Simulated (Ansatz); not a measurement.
Records of electronic-structure calculations.

**Quasiparticle gap of LiMgOF (rocksalt [001] superlattice)**

The cell holds 16 atoms: 4 Li, 4 F, 4 Mg and 4 O. Cell: a = 2.893 Å, b = 2.893 Å, c = 16.062 Å, α = 90.0°, β = 90.0°, γ = 90.0°. It derives from LiF. Regions: LiF, 8 atoms (4 Li and 4 F); MgO, 8 atoms (4 Mg and 4 O). The structure's axis is c.

```yaml
method: DFT, LDA, plane waves, PAW; PAW set soft_1 (and 1 further level or step)
program: Ansatz 0.2.0
settings_of_one_run: cutoff 420 eV, 8×8×2 k-mesh, smearing width 0.02 eV, PAW set soft 1, n 4, m 4
cost: 3 runs, 16 min in all on 4 threads of Arm Neoverse V2, shared host (the runs of this entry)
notes: The start is a generated structure, not a measured one. From 141 bands and 44 eV to 404 bands and 110 eV the gap moves by 8.445 − 8.397 = +0.048 eV; bands and screening cutoff rise together, so their parts are not told apart. Two runs can’t test a law of convergence, so the limit is not known.
lda_gap_over_mesh_and_path: 5.612 eV, from k = (0.000, 0.000, 0.100) to k = Γ, and equal within 1 meV to the least direct gap at k = Γ
g0w0_lda_gap_over_12_of_20_irreducible_mesh_points: 8.445 eV, direct, at k = Γ
gw_settings: 6×6×2 mesh, 352 empty bands, screening to 110 eV, PAW set soft_1 files
known_limits: finite bands, screening cutoff and k mesh; no spin-orbit coupling in G0W0
```

Over 12 of 20 irreducible mesh points the G0W0 gap is 8.445 eV, direct, at k = Γ. The LDA gap of this run on the mesh is 5.612 eV. The two states that bound the G0W0 gap lie that far apart at the start, so the correction of the gap is 8.445 − 5.612 = +2.833 eV. The valence state moves by 4.832 − 6.044 = −1.212 eV and the conduction state by 13.276 − 11.656 = +1.620 eV, on the run's own scale; with 141 bands the edge states move by −0.941 and +1.844 eV, so the split between the edges depends on the bands and cutoff.

### LiMgOF (rocksalt [001] superlattice): band gap by G0W0 on LDA

The cell holds 12 atoms: 3 Li, 3 F, 3 Mg and 3 O. Its edges and angles: a = 2.891 Å, b = 2.891 Å, c = 12.066 Å, α = 90.0°, β = 90.0°, γ = 90.0°. It derives from LiF. Regions: LiF, 6 atoms (3 Li and 3 F); MgO, 6 atoms (3 Mg and 3 O). The structure's axis is c.

```yaml
method: DFT, LDA, plane waves, PAW; PAW set soft_1 (and 1 further level or step)
program: Ansatz 0.2.0
settings_of_one_run: cutoff 420 eV, 8×8×2 k-mesh, smearing width 0.02 eV, PAW set soft 1, n 3, m 3
cost: 3 runs, 5.7 min in all on 4 threads of Arm Neoverse V2, shared host (the runs of this entry)
notes: The start is a generated structure, not a measured one. From 105 bands and 44 eV to 303 bands and 110 eV the gap moves by 8.558 − 8.519 = +0.039 eV; bands and screening cutoff rise together, so their parts are not told apart. Two runs can’t test a law of convergence, so the limit is not known.
lda_gap_over_mesh_and_path: 5.682 eV, direct, at k = Γ
g0w0_lda_gap_over_12_of_20_irreducible_mesh_points: 8.558 eV, direct, at k = Γ
gw_settings: 6×6×2 mesh, 264 empty bands, screening to 110 eV, PAW set soft_1 files
known_limits: finite bands, screening cutoff and k mesh; no spin-orbit coupling in G0W0
```

Over 12 of 20 irreducible mesh points the G0W0 gap is 8.558 eV, direct, at k = Γ. The LDA gap of this run on the mesh is 5.682 eV. The two states that bound the G0W0 gap lie that far apart at the start, so the correction of the gap is 8.558 − 5.682 = +2.876 eV. The valence state moves by 4.770 − 6.007 = −1.237 eV and the conduction state by 13.328 − 11.689 = +1.639 eV, on the run's own scale; with 105 bands the edge states move by −0.967 and +1.869 eV, so the split between the edges depends on the bands and cutoff.

[Paths, hosts, dates, memory and timing lines, banners, echoed tables and standing remarks are left out of the program output.]

[Logs are printed without paths, hosts, clocks, repeated set-up lines and the standing remarks that a program may print on its own settings, such as how far it seeks lower states.]

[Runs of the session that timed out or met a known fault of the program may be left out.]

[Cells called generated may have been cut or substituted from an entry of the Crystallography Open Database or the Materials Project.]

[Hosts, paths, dates, database ids (printed as entryN), source tags and the programs' standing remarks are cut or masked in the printed files.]
